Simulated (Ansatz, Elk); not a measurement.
# Bonding as seen by X-rays: Cs2SrSi2

Structure refinements treat a crystal as free atoms side by side. For a made-up structure of Cs2SrSi2 (cell and positions from a PBEsol relaxation) the runs below show what the calculated density changes in F(hkl).

Program: Elk 11.2.3 (patched build). Level of theory: DFT, PBE, all-electron APW+lo, Dirac cores, scalar-relativistic bands, static density, no spin. Results are calculated unless marked as measured.

The structure was built from a prototype and need not be the compound's stable phase.

### 1. The structure

The structure is tetragonal, space group I4/mmm (No. 139). The conventional cell has a = 4.800 Å, b = 4.800 Å, c = 15.593 Å, α = 90.00°, β = 90.00°, γ = 90.00°. Nearest to Cs lie 4 Cs at 3.39 Å and 4 Si at 3.67 Å. Nearest to Sr lie 8 Si at 3.58 Å. Nearest to Si lie 1 Si at 2.25 Å and 4 Sr at 3.58 Å and 4 Cs at 3.67 Å. Farther neighbours are not listed.

### 2. Ground state and structure factors

An all-electron density is needed, since X-rays see the cores too. Task 0 finds the density and task 195 Fourier-transforms it; tshift is off so that phases refer to the origin typed.

Contents of elk.in:

```
tasks
  0
  195

xctype
  20

spinpol
  .false.

rgkmax
  7.0

gmaxvr
  14.0

lmaxo
  7

lmaxapw
  8

swidth
  0.002

tshift
  .false.

ramdisk
  .false.

hmaxvr
  5.5

maxscl
  120

epspot
  1e-06

sppath
  './'

avec
  -4.53576653679 4.53576653679 14.73305628861
  4.53576653679 -4.53576653679 14.73305628861
  4.53576653679 4.53576653679 -14.73305628861

atoms
  3
  'Cs.in'
  2
  0.2500000000 0.7500000000 0.5000000000   0.000000 0.000000 0.000000
  0.7500000000 0.2500000000 0.5000000000   0.000000 0.000000 0.000000
  'Sr.in'
  1
  -0.0000000000 -0.0000000000 -0.0000000000   0.000000 0.000000 0.000000
  'Si.in'
  2
  0.5719889902 0.5719889902 -0.0000000000   0.000000 0.000000 0.000000
  0.4280110098 0.4280110098 -0.0000000000   0.000000 0.000000 0.000000

ngridk
  7 7 7
```

The run is started by

```console
$ OMP_NUM_THREADS=4 elk
```

Numbers of over 12 decimals in the logs are rounded to 6 here.

The program printed:

```text
┌─────────────────────────┐
│ Elk code version 11.2.3 │
└─────────────────────────┘

All units are atomic (Hartree, Bohr, etc.)

┌─────────────────────────────────────────────────┐
│ Ground-state run starting from atomic densities │
└─────────────────────────────────────────────────┘

Lattice vectors :
  -4.535766537       4.535766537       14.73305629
   4.535766537      -4.535766537       14.73305629
   4.535766537       4.535766537      -14.73305629

Reciprocal lattice vectors :
  0.3051893329E-16  0.6926266218      0.2132342803
  0.6926266218      0.3051893329E-16  0.2132342803
  0.6926266218      0.6926266218      0.7547288174E-17

Unit cell volume      :    1212.423163
Brillouin zone volume :   0.2045904607

Muffin-tin inner radius fraction :   0.1000000000E-01

Nuclei treated as point charges

Species : 1 (Cs)
 parameters loaded from : Cs.in
 name : caesium
 nuclear charge    :   -55.00000000
 electronic charge :    55.00000000
 atomic mass :    242271.8146
 muffin-tin radius :    2.800000000
 number of radial points in muffin-tin :   1393
 inner part over the whole radius :   0.9975634425E-02
 number on inner part of muffin-tin    :    996
 approximate nuclear radius :   0.9115647269E-04
 number of mesh points to nuclear radius :    503
 atomic positions (lattice), magnetic fields (Cartesian) :
  1 :   0.25000000 -0.25000000  0.50000000    0.00000000  0.00000000  0.00000000
  2 :  -0.25000000  0.25000000  0.50000000    0.00000000  0.00000000  0.00000000

Species : 2 (Sr)
 parameters loaded from : Sr.in
 name : strontium
 nuclear charge    :   -38.00000000
 electronic charge :    38.00000000
 atomic mass :    159721.4892
 muffin-tin radius :    2.600000000
 number of radial points in muffin-tin :   1193
 inner part over the whole radius :   0.9909106339E-02
 number on inner part of muffin-tin    :    847
 approximate nuclear radius :   0.8067967193E-04
 number of mesh points to nuclear radius :    415
 atomic positions (lattice), magnetic fields (Cartesian) :
  1 :   0.00000000  0.00000000  0.00000000    0.00000000  0.00000000  0.00000000

Species : 3 (Si)
 parameters loaded from : Si.in
 name : silicon
 nuclear charge    :   -14.00000000
 electronic charge :    14.00000000
 atomic mass :    51196.73458
 muffin-tin radius :    2.096235690
 number of radial points in muffin-tin :    793
 inner part over the whole radius :   0.9854902280E-02
 number on inner part of muffin-tin    :    552
 approximate nuclear radius :   0.5963282101E-04
 number of mesh points to nuclear radius :    247
 atomic positions (lattice), magnetic fields (Cartesian) :
  1 :  -0.42801101 -0.42801101  0.00000000    0.00000000  0.00000000  0.00000000
  2 :   0.42801101  0.42801101  0.00000000    0.00000000  0.00000000  0.00000000

Total number of atoms per unit cell :    5
Total muffin-tin volume :    334.6951226
 ratio of muffin-tin to unit cell volume :   0.2760547084

Spin treatment :
 spin-unpolarised

Number of Bravais lattice symmetries :   16
Number of crystal symmetries         :   16
Crystal has inversion symmetry
Real symmetric eigensolver will be used

k-point grid :      7     7     7
k-point offset :    0.000000000       0.000000000       0.000000000
k-point set is reduced with full crystal symmetry group
Total number of k-points :       40

Muffin-tin radius times maximum |G+k| :    7.000000000
 using average radius
Maximum |G+k| for APW functions       :    2.824295407
Maximum (1/2)|G+k|²                   :    3.988322274
Maximum |G| for potential and density :    14.00000000
Constant for pseudocharge density :   10
 order of it for each species :   17  17  17
 order of it for pair densities of each species (exact exchange by exxq0 0: 18) :   13  11   5
Radial integration step length :    1

G-vector grid sizes :     72    72    72
Number of G-vectors :    56161

Maximum angular momentum used for
 APW functions            :    8
 outer part of muffin-tin :    7
 inner part of muffin-tin :    2

Total nuclear charge    :   -176.0000000
[...]
correlation                 :     -8.936454
 electron entropic           :    -0.13172820863344E-02
 total energy                :     -19342.242616141

Density of states at Fermi energy :    103.3309537
 (states/Hartree/unit cell)

Estimated indirect band gap :   0.6826205133E-03
 from k-point 31 to k-point 3
Estimated direct band gap   :   0.8126043215E-02
 at k-point 39

Charges :
 core                        :    120.0000000
 valence                     :    56.00000000
 interstitial                :    10.03290735
 muffin-tins (core leakage)
  species : 1 (Cs)
   atom 1                    :    52.95640979     (  0.1235322701E-04)
[...]
species : 2 (Sr)
[...]
species : 3 (Si)
[...]
total in muffin-tins        :    165.9670926
 total calculated charge     :    175.9953301
 total charge                :    176.0000000
 error                       :   0.4669883268E-02

RMS change in Kohn-Sham potential (target) :   0.3313666945     (  0.1000000000E-05)
Absolute change in total energy (target)   :   0.4214367591     (  0.1000000000E-03)

[... loops 3 to 14 left out ...]

┌──────────────────┐
│ Loop number : 15 │
└──────────────────┘

Energies :
 Fermi                       :     0.197638
 sum of occupied eigenvalues :     -11754.477250211
 electron kinetic            :      20447.879763012
 core electron kinetic       :      19913.516679382
 Coulomb                     :     -39255.885936817
 Coulomb potential           :     -31508.064985156
 nuclear-nuclear             :     -1561.4220834942
 electron-nuclear            :     -43902.810253409
 Hartree                     :      6208.3464000869
 Madelung                    :     -23501.853444239
 xc potential                :     -694.29202806750
 exchange                    :     -523.50194525132
 correlation                 :     -8.947927
 electron entropic           :    -0.11302820964920E-02
 total energy                :     -19340.457176206

Density of states at Fermi energy :    85.56751853
 (states/Hartree/unit cell)

Estimated indirect band gap :   0.6302875935E-03
 from k-point 6 to k-point 36
Estimated direct band gap   :   0.3608493427E-02
 at k-point 36

Charges :
 core                        :    120.0000000
 valence                     :    56.00000000
 interstitial                :    10.11455255
 muffin-tins (core leakage)
  species : 1 (Cs)
[...]
species : 2 (Sr)
[...]
species : 3 (Si)
[...]
total in muffin-tins        :    165.8854475
 total calculated charge     :    175.9953473
 total charge                :    176.0000000
 error                       :   0.4652741808E-02

RMS change in Kohn-Sham potential (target) :   0.3266668840E-06 (  0.1000000000E-05)
Absolute change in total energy (target)   :   0.3716466017E-04 (  0.1000000000E-03)

Convergence targets achieved

┌──────────────────┐
│ Loop number : 16 │
└──────────────────┘

Energies :
 Fermi                       :     0.197638
 sum of occupied eigenvalues :     -11754.477278868
 electron kinetic            :      20447.879744744
 core electron kinetic       :      19913.516667696
 Coulomb                     :     -39255.885939020
 Coulomb potential           :     -31508.064992964
 nuclear-nuclear             :     -1561.4220834942
 electron-nuclear            :     -43902.810251296
 Hartree                     :      6208.3463957702
 Madelung                    :     -23501.853442538
 xc potential                :     -694.29203064816
 exchange                    :     -523.50194539820
 correlation                 :     -8.947927
 electron entropic           :    -0.11302836935503E-02
 total energy                :     -19340.457196810

Density of states at Fermi energy :    85.56766154
 (states/Hartree/unit cell)

Estimated indirect band gap :   0.6303549157E-03
 from k-point 6 to k-point 36
Estimated direct band gap   :   0.3608557829E-02
 at k-point 36

Charges :
 core                        :    120.0000000
 valence                     :    56.00000000
 interstitial                :    10.11455255
 muffin-tins (core leakage)
  species : 1 (Cs)
[...]
species : 2 (Sr)
   atom 1                    :    35.88059180     (  0.2812692088E-04)
  species : 3 (Si)
   atom 1                    :    11.88376204     (  0.2242936394E-02)
   atom 2                    :    11.88376204     (  0.2242936394E-02)
 total in muffin-tins        :    165.8854474
 total calculated charge     :    175.9953473
 total charge                :    176.0000000
 error                       :   0.4652741414E-02

┌──────────────────────────────┐
│ Self-consistent loop stopped │
└──────────────────────────────┘

Warning : core states of species 3 leak from the muffin-tin :   0.2242936394E-02

Wrote STATE.OUT
```

Run time: 53 s. Hardware: 4 threads of Intel Xeon Platinum 8488C (Sapphire Rapids), shared host; peak memory 0.35 GiB; 2.3 min of CPU time.

SFACRHO.OUT:

```text

h k l indices transformed by vhmat matrix:
   1.000000000       0.000000000       0.000000000    
   0.000000000       1.000000000       0.000000000    
   0.000000000       0.000000000       1.000000000    

      h      k      l  multipl.   |H|            Re(F)            Im(F)           |F|

      0      0      0      1   0.0000000       176.00000      0.28077346E-15   176.00000    
      1      1     -1      2  0.42646856      -53.018607     -0.50477254E-13   53.018607    
      0      1     -1      8  0.72470718       12.224375     -0.52580473E-14   12.224375    
     -2     -2      2      2  0.85293712       125.20481     -0.10621256E-12   125.20481    
      2      1     -2      8  0.94284217       27.994820     -0.63096568E-14   27.994820    
      0      0     -1      4  0.97952196      -40.685762     -0.52632460E-13   40.685762    
     -1     -1      2      8   1.0683345       137.89598     -0.11041899E-12   137.89598    
     -3     -2      2      8   1.2713981       42.871578     -0.10516095E-13   42.871578    
     -3     -3      3      2   1.2794057      -76.108614      0.21768316E-12   76.108614    
      2      2     -1      8   1.2988322      -62.728237     -0.51528864E-13   62.728237    
     -1      1     -1      4   1.3852532       135.29450      0.51360107E-13   135.29450    
     -2      0      2      8   1.4494144      -44.689365      0.10831577E-12   44.689365    
      2     -1      0     16   1.5633704       12.217357     -0.36806331E-14   12.217357    
      3      3     -2      8   1.6113169       94.563665      0.66251396E-13   94.563665    
     -3     -1      3      8   1.6267846       106.04558     -0.13776084E-12   106.04558    
     -4     -3      3      8   1.6455108       45.432855      0.29576516E-15   45.432855    
      2      1     -3     16   1.6756724       24.082283     -0.42064378E-14   24.082283    
      4      4     -4      2   1.7058742       93.159556      0.15616401E-12   93.159556
```

Elk indexes on the primitive cell of elk.in and gives |H| = 4π sin θ/λ in inverse bohr. Below, one row stands for each form hkl of the conventional cell (m members, Friedel mates merged), F is for one primitive cell and the density is static (no thermal factor). Free-atom factors are Waasmaier and Kirfel's, and R is Σm||F|−|F'||/Σm|F|.

```
hkl   m  sin θ/λ (Å⁻¹)  abs F, DFT  neutral atoms   diff.
002   2          0.064      53.019         53.144  -0.126
101   8          0.109      12.224         12.656  -0.432
004   2          0.128     125.205        125.294  -0.089
103   8          0.142      27.995         27.864  +0.130
110   4          0.147      40.686         41.009  -0.324
112   8          0.161     137.896        137.824  +0.072
105   8          0.191      42.872         42.926  -0.054
006   2          0.192      76.109         76.348  -0.239
114   8          0.195      62.728         62.819  -0.091
200   4          0.208     135.294        135.364  -0.070
202   8          0.218      44.689         44.621  +0.068
211  16          0.235      12.217         12.170  +0.047
116   8          0.242      94.564         94.212  +0.352
204   8          0.245     106.046        105.933  +0.113
107   8          0.247      45.433         45.768  -0.335
213  16          0.252      24.082         24.044  +0.038
008   2          0.257      93.160         92.653  +0.507
215  16          0.283      37.187         37.288  -0.101
```

### 3. The highest occupied states alone

An energy window below the Fermi level keeps the highest occupied states, to see at which angles they scatter; shallow core shells can lie inside it and anion s states outside. No new self-consistency is needed.

elk.in, as its differences from that of step 2:

```diff
@@ -1,3 +1,2 @@
 tasks
-  0
   195
@@ -40,2 +39,5 @@
 
+wsfac
+  -0.353600 0.497640
+
 sppath
```

The run is started by

```console
$ OMP_NUM_THREADS=4 elk
```

The program printed:

```text
┌─────────────────────────────────┐
│ Elk code version 11.2.3 started │
└─────────────────────────────────┘

Info(readinput): the functional depends on the density's gradient
 muffin-tin radial points multiplied by    2.00000
 (not where nrmtscf is given)

┌────────────────────┐
│ Current task : 195 │
└────────────────────┘
Info(checkmt): changed muffin-tin radius of species 3 (Si) from   2.2000 to   2.0962

Info(sfacrho): density structure factors written to SFACRHO.OUT

 Energy window :  -0.3536000000      0.4976400000

┌──────────────────┐
│ Elk code stopped │
└──────────────────┘
```

It took 16 s on 4 threads; peak memory 0.25 GiB.

States within 15 eV below the Fermi level hold 24.01 electrons; any levels below the window count with the cores. Their amplitudes can exceed the total, where window and core parts have opposite phase:

```
hkl  sin θ/λ (Å⁻¹)  abs F, window  abs F, all
002          0.064          5.756      53.019
101          0.109          4.092      12.224
004          0.128          5.484     125.205
103          0.142          0.504      27.995
110          0.147          2.364      40.686
112          0.161          5.746     137.896
105          0.191          0.682      42.872
006          0.192          3.581      76.109
114          0.195          2.820      62.728
200          0.208          2.808     135.294
```

### 4. Another functional

The difference from free atoms is small, so it is set against the change that LDA (Perdew-Wang) makes.

elk.in, as its differences from that of step 3:

```diff
@@ -1,2 +1,3 @@
 tasks
+  0
   195
@@ -4,3 +5,3 @@
 xctype
-  20
+  3
 
@@ -39,5 +40,2 @@
 
-wsfac
-  -0.353600 0.497640
-
 sppath
```

The run is started by

```console
$ OMP_NUM_THREADS=4 elk
```

The program printed:

```text
┌─────────────────────────┐
│ Elk code version 11.2.3 │
└─────────────────────────┘

All units are atomic (Hartree, Bohr, etc.)

┌─────────────────────────────────────────────────┐
│ Ground-state run starting from atomic densities │
└─────────────────────────────────────────────────┘

Lattice vectors :
  -4.535766537       4.535766537       14.73305629
   4.535766537      -4.535766537       14.73305629
   4.535766537       4.535766537      -14.73305629

Reciprocal lattice vectors :
  0.3051893329E-16  0.6926266218      0.2132342803
[...]
species : 1 (Cs)
[...]
species : 2 (Sr)
[...]
species : 3 (Si)
   atom 1                    :    11.89158457     (  0.2283245896E-02)
   atom 2                    :    11.89158457     (  0.2283245896E-02)
 total in muffin-tins        :    165.8783726
 total calculated charge     :    175.9952743
 total charge                :    176.0000000
 error                       :   0.4725668317E-02

┌──────────────────────────────┐
│ Self-consistent loop stopped │
└──────────────────────────────┘

Warning : core states of species 3 leak from the muffin-tin :   0.2283245896E-02

Wrote STATE.OUT
[key lines of the parts left out:]
total energy                :     -19322.627539889
```

Wall time 35 s (4 threads); peak memory 0.28 GiB; 91 s of CPU time.

Against the first run R = 0.04 %; the largest change is -0.055 at 3 1 14.

### 5. Basis size

A smaller basis shows how fast F responds to it; the change is likely larger than the basis error of the first run, but doesn't show convergence.

elk.in, as its differences from that of step 4:

```diff
@@ -5,3 +5,3 @@
 xctype
-  3
+  20
 
@@ -11,3 +11,3 @@
 rgkmax
-  7.0
+  5.5
```

The run is started by

```console
$ OMP_NUM_THREADS=4 elk
```

The program printed:

```text
┌─────────────────────────┐
│ Elk code version 11.2.3 │
└─────────────────────────┘

All units are atomic (Hartree, Bohr, etc.)

┌─────────────────────────────────────────────────┐
│ Ground-state run starting from atomic densities │
└─────────────────────────────────────────────────┘

Lattice vectors :
  -4.535766537       4.535766537       14.73305629
   4.535766537      -4.535766537       14.73305629
   4.535766537       4.535766537      -14.73305629

Reciprocal lattice vectors :
  0.3051893329E-16  0.6926266218      0.2132342803
[...]
species : 1 (Cs)
[...]
species : 2 (Sr)
[...]
species : 3 (Si)
   atom 1                    :    11.86670227     (  0.2234803520E-02)
   atom 2                    :    11.86670227     (  0.2234803520E-02)
 total in muffin-tins        :    165.7841768
 total calculated charge     :    175.9953769
 total charge                :    176.0000000
 error                       :   0.4623115285E-02

┌──────────────────────────────┐
│ Self-consistent loop stopped │
└──────────────────────────────┘

Warning : core states of species 3 leak from the muffin-tin :   0.2234803520E-02

Wrote STATE.OUT
[key lines of the parts left out:]
total energy                :     -19340.416017327
```

It took 43 s on 4 threads; peak memory 0.33 GiB; 98 s of CPU time.

Against the first run R = 0.02 %; the largest change is -0.038 at 200.

### 6. Settings against the effect

```
              run  R against the first run (%)  R against neutral atoms, low angle (%)  wall time
    PBE, rgkmax 7                         0.00                                    0.25       53 s
LDA (Perdew-Wang)                         0.04                                    0.23       35 s
       rgkmax 5.5                         0.02                                    0.25       43 s
```

### 7. What came out

```json
{
 "R against neutral atoms, sin θ/λ < 0.3 Å⁻¹": "0.25 %",
 "R against neutral atoms, 0.3 to 0.64 Å⁻¹": "0.12 %"
}
```

**Reading.** Independent neutral atoms miss the calculated amplitudes by R = 0.25 % below 0.3 Å⁻¹ and 0.12 % from there to 0.64 Å⁻¹; by shells, 0.74 % below 0.15 Å⁻¹ (5 forms), 0.19 % 0.15 to 0.3 (16 forms), 0.08 % 0.3 to 0.45 (40 forms), 0.13 % above 0.45 (88 forms). Bonding, aspherical density and the tables' own atoms all enter these figures, and the runs don't part them. The largest change of an amplitude is +0.51 electrons, at 008. The window's part falls from 24.0 electrons at the origin to at most 0.51 between 0.45 and 0.64 Å⁻¹. The window holds more than the 12 outer electrons of the free atoms, so shallow core shells lie inside it. Below 0.3 Å⁻¹ the changes that finished (LDA (Perdew-Wang) and rgkmax 5.5) move F by R = 0.03 % at most, against the 0.25 % that separates it from free atoms. The k-mesh has no finished test. Part of the difference isn't bonding: the tables are fits to free atoms and ions calculated by other methods than this functional. Thermal motion, anomalous dispersion and extinction are left out.

[Logs are printed without paths, hosts, clocks, repeated set-up lines and the standing remarks that a program may print on its own settings, such as how far it seeks lower states.]

[Hosts, paths, dates, database ids (printed as entryN), source tags and the programs' standing remarks are cut or masked in the printed files.]
